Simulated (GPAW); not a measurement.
# Core-hole calculation of the N K edge in wurtzite (GaN)₁₋ₓ(AlN)ₓ at x = 0.125

What does the N K edge look like in wurtzite (GaN)₁₋ₓ(AlN)ₓ at x = 0.125?

Main program and level: GPAW 26.7.0; X-ray absorption from dipole matrix elements to empty bands, plane-wave PAW LDA.

### Step 1. The starting structure

The cell holds 16 atoms: 7 Ga, 8 N and 1 Al. Its edges and angles: a = 6.359 Å, b = 5.507 Å, c = 5.160 Å, α = 90.0°, β = 90.0°, γ = 90.0°. 16-atom wurtzite cell, 1 of 8 Ga sites taken by Al at random, lattice constants typed for the ends and interpolated (Vegard).

Structure file:

```xyz
16
Lattice="6.3587 0.0000 0.0000 0.0000 5.5068 0.0000 0.0000 0.0000 5.1596" Properties=species:S:1:pos:R:3 pbc="T T T"
Ga    0.0170    5.5057    5.1578
N     6.3466    1.8335    0.6359
Ga    0.0085    1.8359    2.5998
N     0.0201    0.0082    3.2052
Ga    1.5841    2.7551    0.0282
N     1.5859    4.5948    0.6438
Ga    1.5985    4.5740    2.5674
N     1.5815    2.7530    3.2168
Ga    3.1709    0.0090    5.1537
N     3.2008    1.8243    0.6428
Al    3.1865    1.8327    2.5801
N     3.1811    5.4996    3.2218
Ga    4.7760    2.7554    5.1547
N     4.7944    4.5917    0.6383
Ga    4.7753    4.5930    2.5732
N     4.7546    2.7549    3.2005
```

### Step 2. Relaxation

The cell was built by hand, so its atoms are relaxed first: near-edge features follow bond lengths closely.

The input, relax.py:

```python
import numpy as np
from ase import Atoms
from ase.parallel import parprint, paropen
from gpaw import GPAW, PW, FermiDirac, Mixer, MixerDif, setup_paths
from ase.optimize import BFGS

atoms = Atoms('GaNGaNGaNGaNGaNAlNGaNGaN',
    cell=[[6.35875, 0, 0],
     [0, 5.506839, 0],
     [0, 0, 5.159625]],
    scaled_positions=[[0.002666, 0.999795, 0.999654],
     [0.998084, 0.332941, 0.123251],
     [0.00134, 0.333381, 0.503869],
     [0.003163, 0.001486, 0.6212],
     [0.249129, 0.500307, 0.00546],
     [0.249399, 0.834388, 0.124778],
     [0.251387, 0.830606, 0.497599],
     [0.248709, 0.499926, 0.623448],
     [0.498671, 0.001642, 0.998861],
     [0.503376, 0.331282, 0.124592],
     [0.501119, 0.332805, 0.500054],
     [0.500271, 0.998687, 0.62442],
     [0.751095, 0.500356, 0.999055],
     [0.753986, 0.833824, 0.123709],
     [0.750985, 0.83405, 0.498711],
     [0.747728, 0.500267, 0.620299]],
    pbc=True)
atoms.calc = GPAW(legacy_gpaw=True, mode=PW(500, force_complex_dtype=True), xc='LDA', setups={},
    kpts={'size': (3, 3, 3), 'gamma': True}, occupations=FermiDirac(0.08),
    charge=0, mixer=Mixer(0.1, 5, 50), maxiter=150,
    convergence={'density': 0.0001, 'eigenstates': 1e-6}, txt='relax.txt')
steps = []
opt = BFGS(atoms, logfile='-')
opt.attach(lambda: steps.append([atoms.get_potential_energy(), float(np.linalg.norm(atoms.get_forces(), axis=1).max())]))
done = opt.run(fmax=0.05, steps=30)
out = dict(done=bool(done), steps=steps, frac=atoms.get_scaled_positions().tolist())
import json
with paropen('out.json', 'w') as f:
    json.dump(out, f)
```

On the command line:

```
> OMP_NUM_THREADS=1 mpirun -n 4 gpaw python relax.py
```

Numbers of over 12 decimals in the logs are rounded to 6 here.

Log:

```text
Input parameters:
  convergence: {density: 0.0001,
                eigenstates: 1e-06}
  kpts: {gamma: True,
         size: (3, 3, 3)}
  maxiter: 150
  mixer: {backend: pulay,
          beta: 0.1,
          method: separate,
          nmaxold: 5,
          weight: 50}
  mode: {ecut: 500.0,
         force_complex_dtype: True,
         name: pw}
  occupations: {fixmagmom: False,
                name: fermi-dirac,
[...]
15 N     0.03650   -0.00730    0.00451
Step     Time          Energy          fmax
BFGS:    0 03:36:43     -108.382546        1.418231
BFGS:    1 03:36:57     -108.480130        0.975138
BFGS:    2 03:37:13     -108.564633        0.398798
BFGS:    3 03:37:25     -108.571171        0.263202
BFGS:    4 03:37:38     -108.577847        0.097876
BFGS:    5 03:37:45     -108.578440        0.075980
BFGS:    6 03:37:54     -108.578936        0.059661
BFGS:    7 03:38:01     -108.579236        0.041058
[key lines of the parts left out:]
Converged after 4 iterations.
Dipole moment: (-0.838377, 1.526175, -5.760502) |e|*Ang
Free energy:   -108.579236
Fermi level: 7.23167
```

Run time: 1.8 min. Hardware: 4 MPI ranks of Arm Neoverse V1, shared host; peak memory 0.28 GiB.

In 7 steps the energy fell by 197 meV (energies extrapolated to zero smearing) and the largest force to 0.041 eV/Å. Atom 12 (N; the text counts from 1, the script from 0) is among those that moved most, by 0.07 Å.

### Step 3. Ground state of the crystal

A plain self-consistent run shows whether there is a gap, which decides the set-up of the core-hole run.

The input, scf.py:

```python
import numpy as np
from ase import Atoms
from ase.parallel import parprint, paropen
from gpaw import GPAW, PW, FermiDirac, Mixer, MixerDif, setup_paths
from gpaw.test import gen
setup_paths.insert(0, '.')
gen('N', name='nch1s', xcname='LDA', corehole=(1, 0, 0), write_xml=True)
from gpaw.mpi import world
world.barrier()

atoms = Atoms('GaNGaNGaNGaNGaNAlNGaNGaN',
    cell=[[6.35875, 0, 0],
     [0, 5.506839, 0],
     [0, 0, 5.159625]],
    scaled_positions=[[0.0011204, 0.9997069, 0.0006382],
     [0.0002987, 0.3344694, 0.1219291],
     [0.0002866, 0.3344853, 0.5013448],
     [0.0010626, 0.9985406, 0.622153],
     [0.2526227, 0.4986147, 0.0005856],
     [0.2519064, 0.8327873, 0.1221638],
     [0.2531845, 0.832408, 0.5011163],
     [0.2580979, 0.4948716, 0.6205813],
     [0.5009042, 0.0029665, 0.9998625],
     [0.5006753, 0.3330739, 0.1366276],
     [0.5004069, 0.3329468, 0.5009653],
     [0.5009478, 0.0106997, 0.6206339],
     [0.748242, 0.4989437, 0.9998041],
     [0.750169, 0.8329902, 0.12162],
     [0.748819, 0.832909, 0.5004694],
     [0.7423728, 0.495402, 0.6199988]],
    pbc=True)
atoms.calc = calc = GPAW(legacy_gpaw=True, mode=PW(500, force_complex_dtype=True), xc='LDA', setups={1: 'nch1s'},
    kpts={'size': (4, 5, 5), 'gamma': True}, occupations=FermiDirac(0.05),
    charge=0, mixer=Mixer(0.1, 5, 50), maxiter=150,
    convergence={'density': 0.0001, 'eigenstates': 1e-6}, txt='scf.txt')
energy = atoms.get_potential_energy() + calc.get_reference_energy()
ef = calc.get_fermi_level()
out = dict(energy=energy, fermi=ef, forces=atoms.get_forces().tolist())
parprint(f'all-electron energy {energy:.4f} eV, Fermi level {ef:.4f} eV')
ev = np.array([[calc.get_eigenvalues(k, s) for k in range(len(calc.get_ibz_k_points()))] for s in range(calc.get_number_of_spins())])
out['homo'], out['lumo'], out['counts'] = ev[ev < ef].max(), ev[ev > ef].min(), sorted(set((ev < ef).sum((0, 2)).tolist()))
out['filled'] = (ev[:, 0] < ef).sum(1).tolist()
import json
with paropen('out.json', 'w') as f:
    json.dump(out, f)
```

On the command line:

```
> OMP_NUM_THREADS=1 mpirun -n 4 gpaw python scf.py
```

Log:

```text
Input parameters:
  convergence: {density: 0.0001,
                eigenstates: 1e-06}
  kpts: {gamma: True,
         size: (4, 5, 5)}
  maxiter: 150
  mixer: {backend: pulay,
          beta: 0.1,
          method: separate,
          nmaxold: 5,
          weight: 50}
  mode: {ecut: 500.0,
         force_complex_dtype: True,
         name: pw}
  occupations: {fixmagmom: False,
                name: fermi-dirac,
                width: 0.05}
  setups: {1: nch1s}

Initialize ...

[... PAW data sets ...]

Reference energy: -388001.809576  # eV

Spin-paired calculation

[... convergence settings ...]
Symmetries present (total): 1
  [... symmetry matrices ...]

100 k-points: 4 x 5 x 5 Monkhorst-Pack grid + [1/8,0.000000,0.000000]
51 k-points in the irreducible part of the Brillouin zone
       k-points in crystal coordinates                weights
   0:     0.00000000    0.00000000    0.00000000          1/100
   1:     0.00000000    0.00000000    0.20000000          2/100
   2:     0.00000000    0.00000000    0.40000000          2/100
   3:     0.00000000    0.20000000   -0.40000000          2/100
   4:     0.00000000    0.20000000   -0.20000000          2/100
   5:     0.00000000    0.20000000    0.00000000          2/100
   6:     0.00000000    0.20000000    0.20000000          2/100
   7:     0.00000000    0.20000000    0.40000000          2/100
   8:     0.00000000    0.40000000   -0.40000000          2/100
   9:     0.00000000    0.40000000   -0.20000000          2/100
          ...
  50:     0.50000000    0.40000000    0.40000000          2/100

Wave functions: Plane wave expansion
  Cutoff energy: 500.000 eV
  Number of coefficients (min, max): 4533, 4602
  Pulay-stress correction: 0.000000 eV/Ang^3 (de/decut=0.000000)
  Using FFTW library
  Wavefunction extrapolation:
    Improved wavefunction reuse through dual PAW basis

Occupation numbers: Fermi-Dirac:
  width: 0.0500  # eV

Eigensolver
   Davidson(niter=2)

Densities:
  Coarse grid: 35*30*27 grid
  Fine grid: 70*60*54 grid
  Total Charge: 0.000000

Density mixing:
  Method: separate
  Backend: pulay
  Linear mixing parameter: 0.1
  old densities: 5
  Width of damping distribution: 1.1
  Damping of long wavelength oscillations: 50

[... Hamiltonian set-up ...]
Number of atoms: 16
Number of atomic orbitals: 64
Number of bands in calculation: 43
Number of valence electrons: 64
Bands to converge: occupied

... initialized

Initializing position-dependent things.

Density initialized from atomic densities
Creating initial wave functions:
  43 bands from LCAO basis set

Positions:
   0 Ga     0.007124    5.505225    0.003293    ( 0.0000,  0.0000,  0.0000)
   1 N      0.001899    1.841869    0.629108    ( 0.0000,  0.0000,  0.0000)
   2 Ga     0.001822    1.841957    2.586751    ( 0.0000,  0.0000,  0.0000)
   3 N      0.006757    5.498802    3.210076    ( 0.0000,  0.0000,  0.0000)
   4 Ga     1.606365    2.745791    0.003021    ( 0.0000,  0.0000,  0.0000)
   5 N      1.601810    4.586026    0.630319    ( 0.0000,  0.0000,  0.0000)
   6 Ga     1.609937    4.583937    2.585572    ( 0.0000,  0.0000,  0.0000)
[...]
13 N      4.770137    4.587143    0.627514    ( 0.0000,  0.0000,  0.0000)
  14 Ga     4.761553    4.586696    2.582234    ( 0.0000,  0.0000,  0.0000)
  15 N      4.720563    2.728099    3.198961    ( 0.0000,  0.0000,  0.0000)

Unit cell:
           periodic     x           y           z      points  spacing
  1. axis:    yes    6.358750    0.000000    0.000000    35     0.1817
  2. axis:    yes    0.000000    5.506839    0.000000    30     0.1836
  3. axis:    yes    0.000000    0.000000    5.159625    27     0.1911

  Lengths:   6.358750   5.506839   5.159625
  Angles:   90.000000  90.000000  90.000000

Effective grid spacing dv^(1/3) = 0.1854

iter:   1  -121.991507
iter:   2  -115.568868   -1.00  -0.57
iter:   3  -108.873540   -0.25  -0.68
iter:   4  -108.834562   -1.22  -1.13
iter:   5  -108.622862   -2.06  -1.44
iter:   6  -108.615905   -2.97  -2.28
iter:   7  -108.613447c  -3.69  -2.41
iter:   8  -108.616975c  -3.31  -2.68
iter:   9  -108.613111c  -3.45  -2.55
iter:  10  -108.612927c  -5.31  -3.08
iter:  11  -108.612939c  -4.84  -3.30
iter:  12  -108.612874c  -5.12  -3.34
iter:  13  -108.612894c  -5.24  -3.56
iter:  14  -108.612859c  -6.11c -3.55
iter:  15  -108.612854c  -5.99  -3.85
iter:  16  -108.612857c  -6.29c -4.07c

Converged after 16 iterations.

Dipole moment: (-0.837908, 1.527264, -5.763868) |e|*Ang

Energy contributions relative to reference atoms: (reference = -388001.809576)

Kinetic:       +224.001787
Potential:     -191.030100
External:        +0.000000
XC:            -141.457460
Entropy (-ST):   -0.000000
Local:           -0.127083
SIC:             +0.000000
--------------------------
Free energy:   -108.612857
Extrapolated:  -108.612857

Showing only first 2 kpts
 Kpt  Band  Eigenvalues  Occupancy
  0    30      6.08324    2.00000
  0    31      6.09769    2.00000
  0    32      8.27775    0.00000
  0    33     10.46231    0.00000

  1    30      5.95912    2.00000
  1    31      5.97222    2.00000
  1    32      9.11589    0.00000
  1    33     10.50408    0.00000

Fermi level: 7.25943

Gap: 2.180 eV
Transition (v -> c):
  (s=0, k=0, n=31, [0.00, 0.00, 0.00]) -> (s=0, k=0, n=32, [0.00, 0.00, 0.00])
No difference between direct/indirect transitions

Forces in eV/Ang:
  0 Ga   -0.00886   -0.01865   -0.00622
  1 N     0.00876   -0.02357    0.00119
  2 Ga    0.00045   -0.00861   -0.01662
  3 N    -0.01521   -0.01720    0.01966
  4 Ga    0.00134    0.00673   -0.01629
  5 N    -0.01052    0.00899   -0.00773
  6 Ga   -0.00661    0.01941    0.00045
[...]
13 N    -0.00567    0.00441    0.00558
 14 Ga   -0.00273    0.00542    0.01943
 15 N     0.02895   -0.00246    0.01070
Scalar-relativistic atomic LDA calculation for N (Nitrogen, Z=7)
Core hole in 1s state (1s occupation: 2.0)
300 radial gridpoints.
|------------------------------------------------|
|------------------------------------------------|
[... the atom generator's iteration count ...]

Energy contributions:
-------------------------
Kinetic:      +53.816217
XC:            -6.142385
Potential:   -101.727472
-------------------------
Total:        -54.053639

state      eigenvalue         ekin         rmax
-----------------------------------------------
1s^2.0 :   -14.019608    21.782698        0.149
2s^2.0 :    -0.676924     2.368146        1.016
2p^3.0 :    -0.265967     1.838177        0.965
-----------------------------------------------
(units: Bohr and Hartree)

Generating PAW setup
Kinetic energy of the core from tauc = 43.592016
Cutoffs:
rc(s)=1.140
rc(p)=1.000
rc(d)=1.090
rc(vbar)=1.120
rc(comp)=1.090
rc(nct)=1.140

Kinetic energy of the core states: 43.565395
Charge: 0.0
Core electrons: 2.0
Valence electrons: 5.0
Pseudo-core charge: 0.013034
Shape function alpha=8.417
Pseudo-electron charge 5.012684
state    eigenvalue         norm
--------------------------------
2s(2) :    -0.676924     1.071713
*s    :     0.323076
2p(3) :    -0.265967     0.952074
*p    :     0.734033
*d    :     0.000000
--------------------------------

Diagonalizing with gridspacing h=0.050

state   all-electron     PAW
-------------------------------
2s:      -0.676924    -0.677975
2p:      -0.265967    -0.268121
*d:                    0.048644
*f:                    0.076426
-------------------------------
all-electron energy -388110.4224 eV, Fermi level 7.2594 eV
```

Elapsed: 82 s, on 4 MPI ranks; peak memory 0.33 GiB; 5.5 min of CPU time.

The mesh shows a gap of 2.18 eV. The excited electron is kept all the same, so that all members of the series, with or without a gap, are treated alike.

### Step 4. Reference energy of the cell

The photon energy needs a difference of total energies, so the cell and mesh of the coming hole run are first run without a hole.

scf.py, as its differences from that of step 3:

```diff
@@ -32,3 +32,3 @@
 atoms.calc = calc = GPAW(legacy_gpaw=True, mode=PW(500, force_complex_dtype=True), xc='LDA', setups={1: 'nch1s'},
-    kpts={'size': (4, 5, 5), 'gamma': True}, occupations=FermiDirac(0.05),
+    kpts={'size': (3, 3, 3), 'gamma': True}, occupations=FermiDirac(0.02),
     charge=0, mixer=Mixer(0.1, 5, 50), maxiter=150,
```

Log:

```text
Input parameters:
  convergence: {density: 0.0001,
                eigenstates: 1e-06}
  kpts: {gamma: True,
         size: (3, 3, 3)}
  maxiter: 150
  mixer: {backend: pulay,
          beta: 0.1,
          method: separate,
          nmaxold: 5,
          weight: 50}
  mode: {ecut: 500.0,
         force_complex_dtype: True,
         name: pw}
  occupations: {fixmagmom: False,
                name: fermi-dirac,
[...]
2s(2) :    -0.676924     1.071713
*s    :     0.323076
2p(3) :    -0.265967     0.952074
*p    :     0.734033
*d    :     0.000000
--------------------------------

Diagonalizing with gridspacing h=0.050

state   all-electron     PAW
-------------------------------
2s:      -0.676924    -0.677975
2p:      -0.265967    -0.268121
*d:                    0.048644
*f:                    0.076426
-------------------------------
all-electron energy -388110.3888 eV, Fermi level 6.7059 eV
[key lines of the parts left out:]
Converged after 16 iterations.
Dipole moment: (-0.837910, 1.526310, -5.761197) |e|*Ang
Free energy:   -108.579242
Fermi level: 6.70587
```

Run time: 28 s. Hardware: 4 MPI ranks; peak memory 0.27 GiB.

Reference energy: -388110.389 eV with the cores included.

(Continued in part 2 of 3.)

[Banner, clock and machine lines of the logs are left out without a mark of their own.]

[Logs are printed without paths, hosts, clocks, repeated set-up lines and the standing remarks that a program may print on its own settings, such as how far it seeks lower states.]

[Hosts, paths, dates, database ids (printed as entryN), source tags and the programs' standing remarks are cut or masked in the printed files.]

[Lists of maxima count a maximum above −3 eV only where it reaches 4 % of the highest in the window and stands out from its surroundings by 2 % of it (1.5 % where it reaches 55 %); shoulders and weaker maxima are passed over, and of the rest the first, up to two pre-edge ones and the few strongest are named.]
